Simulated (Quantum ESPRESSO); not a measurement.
# BP (F-43m): a volume series of phonon spectra, part 4 of 9

Aim: how the vibrations of BP shift with volume, and the expansion that follows.

Measurements to reproduce:
- volume expansion coefficient 9.6 1e-6/K near room temperature (given in “Thermal expansion coefficients of high thermal conducting BAs and BP materials (three times its linear coefficient)”, 2019, arxiv:1906.04101)

Quantum ESPRESSO 7.5; DFT PBE+D3(BJ), scalar-relativistic, plane waves, GBRV ultrasoft pseudopotentials.

So far. Step 3 (Finding the static equilibrium): After the last step pw.x solved the final cell once more on a basis chosen for it, which moves the energy without moving the atoms. Step 4 (Ground state at this cell): On a basis chosen for the relaxed cell the pressure is -0.0070 GPa, small enough for phonons.

## Step 6: Zone-centre response

In a polar crystal the Born charges and ε∞ give the long-range dipole term that a finite supercell misses. They are those of this k-mesh and were not tested on a denser one; where the gap is small they converge slowly, and the LO modes with them.

File ph.in:

```
phonons
 &inputph
    prefix='x',
    outdir='./tmp',
    fildyn='x.dyn',
    tr2_ph=1.0d-18,
    epsil=.true.,
 /
0.000000000 0.000000000 0.000000000
```

File scf.in:

```
 &control
    calculation='scf',
    prefix='x',
    outdir='./tmp',
    pseudo_dir='./pseudo',
    tprnfor=.true.,
    tstress=.true.,
 /
 &system
    ibrav=0,
    nat=2,
    ntyp=2,
    ecutwfc=40.0,
    ecutrho=240.0,
    occupations='fixed',
    nbnd=6,
    vdw_corr='grimme-d3',
    dftd3_version=4,
    dftd3_threebody=.false.,
 /
 &electrons
    conv_thr=1.0d-12,
    mixing_beta=0.7,
    electron_maxstep=100,
 /
ATOMIC_SPECIES
 B      10.8100  B.upf
 P      30.9738  P.upf
CELL_PARAMETERS angstrom
     0.000000000    2.252731563    2.252731563
     2.252731563    0.000000000    2.252731563
     2.252731563    2.252731563    0.000000000
ATOMIC_POSITIONS crystal
 B      0.000000000   0.000000000   0.000000000
 P      0.250000000   0.250000000   0.250000000
K_POINTS automatic
 12 12 12 0 0 0
```

Run with:

```console
$ OMP_NUM_THREADS=1 mpirun -n 8 ph.x -nk 8 -in ph.in > ph.out
```

The log of the run:

```text
[banner, memory and clock lines left out]
Program PHONON v.7.5

     ./tmp/x.save/

     IMPORTANT: XC functional enforced from input :
     Exchange-correlation= PBE
                           (   1   4   3   4   0   0   0)
     Any further DFT definition will be discarded
     Please, verify this is what you really want

     G-vector sticks info

     Reading collected, re-writing distributed wavefunctions in ./tmp/

     Number and degeneracy of irreps per q-point
       N         xq(1)         xq(2)         xq(3)   N irreps
       1   0.000000000   0.000000000   0.000000000       2
        3   3

     Calculation of q =    0.0000000   0.0000000   0.0000000

     phonons

     bravais-lattice index     =            0
     lattice parameter (alat)  =       6.0204  a.u.
     unit-cell volume          =     154.2961 (a.u.)^3
     number of atoms/cell      =            2
     number of atomic types    =            2
     kinetic-energy cut-off    =      40.0000  Ry
     charge density cut-off    =     240.0000  Ry
     convergence threshold     =      1.0E-18
     beta                      =       0.7000
     number of iterations used =            4
     Exchange-correlation= PBE
                           (   1   4   3   4   0   0   0)

     celldm(1)=    6.02037  celldm(2)=    0.00000  celldm(3)=    0.00000
     celldm(4)=    0.00000  celldm(5)=    0.00000  celldm(6)=    0.00000

     crystal axes: (cart. coord. in units of alat)
               a(1) = (  0.0000  0.7071  0.7071 )
               a(2) = (  0.7071  0.0000  0.7071 )
               a(3) = (  0.7071  0.7071  0.0000 )

     reciprocal axes: (cart. coord. in units 2 pi/alat)
               b(1) = ( -0.7071  0.7071  0.7071 )
               b(2) = (  0.7071 -0.7071  0.7071 )
               b(3) = (  0.7071  0.7071 -0.7071 )

     Atoms inside the unit cell:

     Cartesian axes

     site n.  atom      mass           positions (alat units)
        1  B      10.8100   tau(    1) = (    0.00000    0.00000    0.00000  )
        2  P      30.9738   tau(    2) = (    0.35355    0.35355    0.35355  )

     Computing dynamical matrix for
                    q = (   0.0000000   0.0000000   0.0000000 )

     25 Sym.Ops. (with q -> -q+G )

     G cutoff =  220.3424  (   9721 G-vectors)     FFT grid: ( 30, 30, 30)
     G cutoff =  146.8949  (   5209 G-vectors)  smooth grid: ( 25, 25, 25)
     number of k points=    72
                       cart. coord. in units 2pi/alat
        k(    1) = (   0.0000000   0.0000000   0.0000000), wk =   0.0011574
        k(    2) = (   0.0589256   0.0589256  -0.0589256), wk =   0.0092593
        k(    3) = (   0.1178511   0.1178511  -0.1178511), wk =   0.0092593
        k(    4) = (   0.1767767   0.1767767  -0.1767767), wk =   0.0092593
        k(    5) = (   0.2357023   0.2357023  -0.2357023), wk =   0.0092593
        k(    6) = (   0.2946278   0.2946278  -0.2946278), wk =   0.0092593
        k(    7) = (  -0.3535534  -0.3535534   0.3535534), wk =   0.0046296
        k(    8) = (   0.1178511   0.0000000  -0.0000000), wk =   0.0069444
        k(    9) = (   0.1767767   0.0589256  -0.0589256), wk =   0.0277778
        k(   10) = (   0.2357023   0.1178511  -0.1178511), wk =   0.0277778
        k(   11) = (   0.2946278   0.1767767  -0.1767767), wk =   0.0277778
        k(   12) = (   0.3535534   0.2357023  -0.2357023), wk =   0.0277778
        k(   13) = (  -0.2946278  -0.4124790   0.4124790), wk =   0.0277778
        k(   14) = (  -0.2357023  -0.3535534   0.3535534), wk =   0.0277778
        k(   15) = (  -0.1767767  -0.2946278   0.2946278), wk =   0.0277778
        k(   16) = (  -0.1178511  -0.2357023   0.2357023), wk =   0.0277778
[...]
k(   65) = (  -0.2357023  -0.4714045   0.7071068), wk =   0.0277778
        k(   66) = (  -0.1767767  -0.4124790   0.6481812), wk =   0.0555556
        k(   67) = (  -0.1178511  -0.3535534   0.5892557), wk =   0.0277778
        k(   68) = (  -0.1178511  -0.4714045   0.7071068), wk =   0.0277778
        k(   69) = (  -0.0589256  -0.4124790   0.6481812), wk =   0.0555556
        k(   70) = (   0.0000000  -0.3535534   0.5892557), wk =   0.0277778
        k(   71) = (  -0.7071068   0.2357023   0.0000000), wk =   0.0138889
        k(   72) = (  -0.7071068   0.3535534   0.0000000), wk =   0.0069444

     PseudoPot. # 1 for B  read from file:
     ./pseudo/B.upf
     Pseudo is Ultrasoft + core correction, Zval =  3.0
     Using radial grid of  781 points,  4 beta functions with:
                l(1) =   0
                l(2) =   0
                l(3) =   1
                l(4) =   1
     Q(r) pseudized with  8 coefficients,  rinner =    1.100   1.100   1.100

     PseudoPot. # 2 for P  read from file:
     ./pseudo/P.upf
     Pseudo is Ultrasoft + core correction, Zval =  5.0
     Using radial grid of  903 points,  6 beta functions with:
                l(1) =   0
                l(2) =   0
                l(3) =   1
                l(4) =   1
                l(5) =   2
                l(6) =   2
     Q(r) pseudized with  8 coefficients,  rinner =    1.300   1.300   1.300
                                                       1.300   1.300

     Mode symmetry, T_d (-43m)  point group:

     Electric field:
     Dielectric constant
     Born effective charges as d Force / d E

     Atomic displacements:
     There are    2 irreducible representations

     Representation     1      3 modes -  To be done

     Representation     2      3 modes -  To be done

     Alpha used in Ewald sum =   2.5000

     Reading Grimme-D3 Hessian from file: ./tmp/x.hess

     Number of cells replicated along each semiaxis:   20  20  20
     Number of cells in the supercell:     68921
     Number of atoms in the supercell:    137842
     Hessian allocation dimension:   2481156

     Grimme-D3 Hessian read

     Computing dynamical matrix for q:     0.000000    0.000000    0.000000

     Writing Hessian on file dynamical.false.dat

     Dynamical matrix computed

     Electric Fields Calculation

      thresh= 1.000E-02 alpha_mix =  0.700 |ddv_scf|^2 =  1.747E-07

      thresh= 4.179E-05 alpha_mix =  0.700 |ddv_scf|^2 =  4.814E-09

      thresh= 6.938E-06 alpha_mix =  0.700 |ddv_scf|^2 =  3.896E-10

      thresh= 1.974E-06 alpha_mix =  0.700 |ddv_scf|^2 =  1.618E-12

      thresh= 1.272E-07 alpha_mix =  0.700 |ddv_scf|^2 =  5.784E-14

      thresh= 2.405E-08 alpha_mix =  0.700 |ddv_scf|^2 =  1.893E-16

      thresh= 1.376E-09 alpha_mix =  0.700 |ddv_scf|^2 =  7.892E-18

      thresh= 2.809E-10 alpha_mix =  0.700 |ddv_scf|^2 =  1.221E-19

     End of electric fields calculation

          Dielectric constant in cartesian axis

          (       9.165358208      -0.000000000      -0.000000000 )
          (      -0.000000000       9.165358208       0.000000000 )
          (      -0.000000000       0.000000000       9.165358208 )

          Effective charges (d Force / dE) in cartesian axis without acoustic sum rule applied (asr)

           atom    1  B     Mean Z*:       -0.57996
      Ex  (       -0.57996       -0.00000       -0.00000 )
      Ey  (       -0.00000       -0.57996       -0.00000 )
      Ez  (       -0.00000        0.00000       -0.57996 )
           atom    2  P     Mean Z*:        0.57779
      Ex  (        0.57779        0.00000        0.00000 )
      Ey  (        0.00000        0.57779        0.00000 )
      Ez  (        0.00000        0.00000        0.57779 )

          Effective charges Sum: Mean:       -0.00217
             -0.00217        0.00000       -0.00000
              0.00000       -0.00217        0.00000
              0.00000        0.00000       -0.00217

          Effective charges (d Force / dE) in cartesian axis with asr applied:
           atom    1  B     Mean Z*:       -0.57887
      E*x (       -0.57887       -0.00000       -0.00000 )
      E*y (       -0.00000       -0.57887       -0.00000 )
      E*z (       -0.00000        0.00000       -0.57887 )
           atom    2  P     Mean Z*:        0.57887
      E*x (        0.57887        0.00000        0.00000 )
      E*y (        0.00000        0.57887        0.00000 )
      E*z (        0.00000       -0.00000        0.57887 )

     Representation #   1 modes #   1   2   3

     Self-consistent Calculation

      thresh= 1.000E-02 alpha_mix =  0.700 |ddv_scf|^2 =  7.438E-08

      thresh= 2.727E-05 alpha_mix =  0.700 |ddv_scf|^2 =  3.626E-09

      thresh= 6.021E-06 alpha_mix =  0.700 |ddv_scf|^2 =  2.129E-10

      thresh= 1.459E-06 alpha_mix =  0.700 |ddv_scf|^2 =  2.494E-13

      thresh= 4.994E-08 alpha_mix =  0.700 |ddv_scf|^2 =  1.708E-14

      thresh= 1.307E-08 alpha_mix =  0.700 |ddv_scf|^2 =  7.345E-17

      thresh= 8.570E-10 alpha_mix =  0.700 |ddv_scf|^2 =  3.045E-18

      thresh= 1.745E-10 alpha_mix =  0.700 |ddv_scf|^2 =  4.894E-20

     End of self-consistent calculation

     Convergence has been achieved

     Representation #   2 modes #   4   5   6

     Self-consistent Calculation

      thresh= 1.000E-02 alpha_mix =  0.700 |ddv_scf|^2 =  8.603E-08

      thresh= 2.933E-05 alpha_mix =  0.700 |ddv_scf|^2 =  2.832E-09

      thresh= 5.322E-06 alpha_mix =  0.700 |ddv_scf|^2 =  1.917E-10

      thresh= 1.384E-06 alpha_mix =  0.700 |ddv_scf|^2 =  1.694E-13

      thresh= 4.116E-08 alpha_mix =  0.700 |ddv_scf|^2 =  1.241E-14

      thresh= 1.114E-08 alpha_mix =  0.700 |ddv_scf|^2 =  3.147E-17

      thresh= 5.610E-10 alpha_mix =  0.700 |ddv_scf|^2 =  2.270E-18

      thresh= 1.507E-10 alpha_mix =  0.700 |ddv_scf|^2 =  1.865E-20

     End of self-consistent calculation

     Convergence has been achieved

     Number of q in the star =    1
     List of q in the star:
          1   0.000000000   0.000000000   0.000000000

          Dielectric constant in cartesian axis

          (       9.165358208      -0.000000000      -0.000000000 )
          (      -0.000000000       9.165358208       0.000000000 )
          (      -0.000000000       0.000000000       9.165358208 )

          Effective charges (d Force / dE) in cartesian axis without acoustic sum rule applied (asr)

           atom    1  B     Mean Z*:       -0.57996
      Ex  (       -0.57996       -0.00000       -0.00000 )
      Ey  (       -0.00000       -0.57996       -0.00000 )
      Ez  (       -0.00000        0.00000       -0.57996 )
           atom    2  P     Mean Z*:        0.57779
      Ex  (        0.57779        0.00000        0.00000 )
      Ey  (        0.00000        0.57779        0.00000 )
      Ez  (        0.00000        0.00000        0.57779 )

          Effective charges Sum: Mean:       -0.00217
             -0.00217        0.00000       -0.00000
              0.00000       -0.00217        0.00000
              0.00000        0.00000       -0.00217

          Effective charges (d Force / dE) in cartesian axis with asr applied:
           atom    1  B     Mean Z*:       -0.57887
      E*x (       -0.57887       -0.00000       -0.00000 )
      E*y (       -0.00000       -0.57887       -0.00000 )
      E*z (       -0.00000        0.00000       -0.57887 )
           atom    2  P     Mean Z*:        0.57887
      E*x (        0.57887        0.00000        0.00000 )
      E*y (        0.00000        0.57887        0.00000 )
      E*z (        0.00000       -0.00000        0.57887 )

     Diagonalizing the dynamical matrix

     q = (    0.000000000   0.000000000   0.000000000 )

 **************************************************************************
     freq (    1) =       0.616531 [THz] =      20.565272 [cm-1]
     freq (    2) =       0.616531 [THz] =      20.565272 [cm-1]
     freq (    3) =       0.616531 [THz] =      20.565272 [cm-1]
     freq (    4) =      24.654972 [THz] =     822.401337 [cm-1]
     freq (    5) =      24.654972 [THz] =     822.401337 [cm-1]
     freq (    6) =      24.654972 [THz] =     822.401337 [cm-1]
 **************************************************************************

     Mode symmetry, T_d (-43m)  point group:

     freq (   1-   3) =         20.6  [cm-1]   --> T_2  G_15 P_4   I+R
     freq (   4-   6) =        822.4  [cm-1]   --> T_2  G_15 P_4   I+R
```

Run time: 15 s. Hardware: 8 MPI ranks of Arm Neoverse V2, shared host.

Numbers from this step:

```
Γ frequencies : 20.57, 20.57, 20.57, 822.4, 822.4, 822.4 cm⁻¹ (negative: imaginary)
Γ symmetry    : T_2 G_15 P_4 I+R, T_2 G_15 P_4 I+R, T_2 G_15 P_4 I+R, T_2 G_15 P_4 I+R, T_2 G_15 P_4 I+R, T_2 G_15 P_4 I+R
```

ε∞:

```
9.17 0.00 0.00
0.00 9.17 0.00
0.00 0.00 9.17
```

Born charge (rows field, columns displacement), before the sum rule (e), principal values of the symmetric part by kind of site:

```csv
atom,atoms with these values,low,middle,high,mean
B1,1,-0.5800,-0.5800,-0.5800,-0.5800
P2,1,0.5778,0.5778,0.5778,0.5778
```

In full for B1:

```
-0.5800  0.0000  0.0000
 0.0000 -0.5800  0.0000
 0.0000  0.0000 -0.5800
```

The Born charges sum to zero within 0.0022 e; the rest is removed before use. Acoustic frequencies in this log differ from zero by the error of the sum rule, which ph.x does not impose.

(Part 4 of 9 ends here.)

[Logs are printed without paths, hosts, clocks, repeated set-up lines and the standing remarks that a program may print on its own settings, such as how far it seeks lower states.]

[Hosts, paths, dates, database ids (printed as entryN), source tags and the programs' standing remarks are cut or masked in the printed files.]

[A step with changed settings may run another functional than the one named; its input shows which.]

[Of the runs on displaced cells, only some may be shown.]
